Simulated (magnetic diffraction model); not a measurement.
# Solving a magnetic structure from powder neutron data: CeTaSbPd2

Space group P4/nmm (no. 129, origin choice 1), a = 4.4880 Å, c = 9.7290 Å.

```
site  atom    x    y       z
  2c    Ta  1/2    0  0.1209
  2c    Ce  1/2    0  0.7566
  2b    Sb  1/2  1/2     1/2
  2c    Pd  1/2    0  0.3783
  2a    Pd  1/2  1/2       0
```

This is a made-up structure (elements placed in a structure type, unrelaxed), so the numbers test the method and describe no known phase.

Only Ce is taken to order (form factors of Ce3+); orders and moment sizes are assumed, and not adapted to the symmetry. Radiation: neutrons of λ = 1.8 Å, 3° to 60°; isotropic B of 0.43 Å² (Ta), 0.36 Å² (Ce), 0.48 Å² (Sb) and 0.39 Å² (Pd). The intensities are simulated: I ∝ L Σ (|F_N|² + |F_M⊥|²) for unpolarised neutrons, with F_M = 2.695 fm/μB × Σ f(s) S exp(2πi Q·r) exp(−B s²) at Q = H ± k (one set where k and −k are equivalent), only the part normal to Q counting and L = 1/(sin²θ cos θ). For collinear order S is the moment m, which repeats by lattice and centring translations R with the sign exp(−2πi k·R). Form factors are spin-only for 3d ions and dipole or tabulated for f ions, scattering lengths are Sears's of 1992, and absorption is left out. A label names one of the reflections at its angle. The strongest nuclear line in the range is 100, and lines under 0.2 are left out.

Above the ordering temperature:

```
2θ (°)    index      I
 10.62  (0 0 1)    1.8
 21.32  (0 0 2)   14.0
 25.52  (1 0 1)   12.1
 32.95  (1 1 0)    8.8
 39.59  (1 1 2)   80.3
 40.05  (1 0 3)   66.9
 43.44  (0 0 4)    0.8
 46.76  (1 1 3)    0.6
 47.29  (2 0 0)  100.0
 48.61  (2 0 1)    0.4
 49.78  (1 0 4)    0.2
 52.42  (2 0 2)   10.3
 54.50  (2 1 1)    5.9
 55.58  (1 1 4)   67.2
```

Below it (cell unchanged):

```csv
2θ (°),I
10.62,1.8
21.32,15.0
25.52,19.2
32.95,11.1
39.59,82.7
40.05,68.6
43.44,1.0
46.76,0.6
47.29,101.0
48.61,0.4
49.78,0.2
52.42,11.6
54.50,8.5
55.58,68.0
```

**Question.** Find the propagation vector, then choose among these models:
A. collinear moments along [010], 1.4 μB on Ce; signs + at (1/2, 0, 0.7566), − at (0, 1/2, 0.2434)
B. collinear moments along [111], 1.4 μB on Ce; signs + at (1/2, 0, 0.7566), − at (0, 1/2, 0.2434)
C. collinear moments along [111], 1.4 μB on Ce; signs + at (1/2, 0, 0.7566), + at (0, 1/2, 0.2434)
D. collinear moments along [010], 1.4 μB on Ce; signs + at (1/2, 0, 0.7566), + at (0, 1/2, 0.2434)

No line moves, and magnetic intensity falls on nuclear lines such as the one at 25.52°, so the magnetic cell equals the chemical primitive cell: k = 0.

Magnetic intensity, observed (below minus above) and for each model:

| 2θ (°) | index | observed | A | B | C | D |
| --- | --- | --- | --- | --- | --- | --- |
| 10.62 | (0 0 1) | <0.2 | 14.7 | 4.4 | <0.2 | <0.2 |
| 21.32 | (0 0 2) | 1.0 | <0.2 | <0.2 | 1.0 | 3.5 |
| 23.14 | (1 0 0) | <0.2 | 2.9 | 5.0 | <0.2 | <0.2 |
| 25.52 | (1 0 1) | 7.1 | <0.2 | <0.2 | 7.1 | 5.6 |
| 31.67 | (1 0 2) | <0.2 | 4.3 | 3.5 | <0.2 | <0.2 |
| 34.71 | (1 1 1) | <0.2 | 2.6 | 3.8 | <0.2 | <0.2 |
| 40.05 | (1 0 3) | 1.6 | <0.2 | <0.2 | 1.6 | 2.8 |
| 54.50 | (2 1 1) | 2.7 | <0.2 | <0.2 | 2.7 | 1.7 |

Model C matches.

The absence at (0 0 1) is telling: the sublattices cancel there.

The structure used: k = (0 0 0), collinear moments along [111], 1.4 μB on Ce; signs + at (1/2, 0, 0.7566), + at (0, 1/2, 0.2434).

[Logs are printed without paths, hosts, clocks, repeated set-up lines and the standing remarks that a program may print on its own settings, such as how far it seeks lower states.]
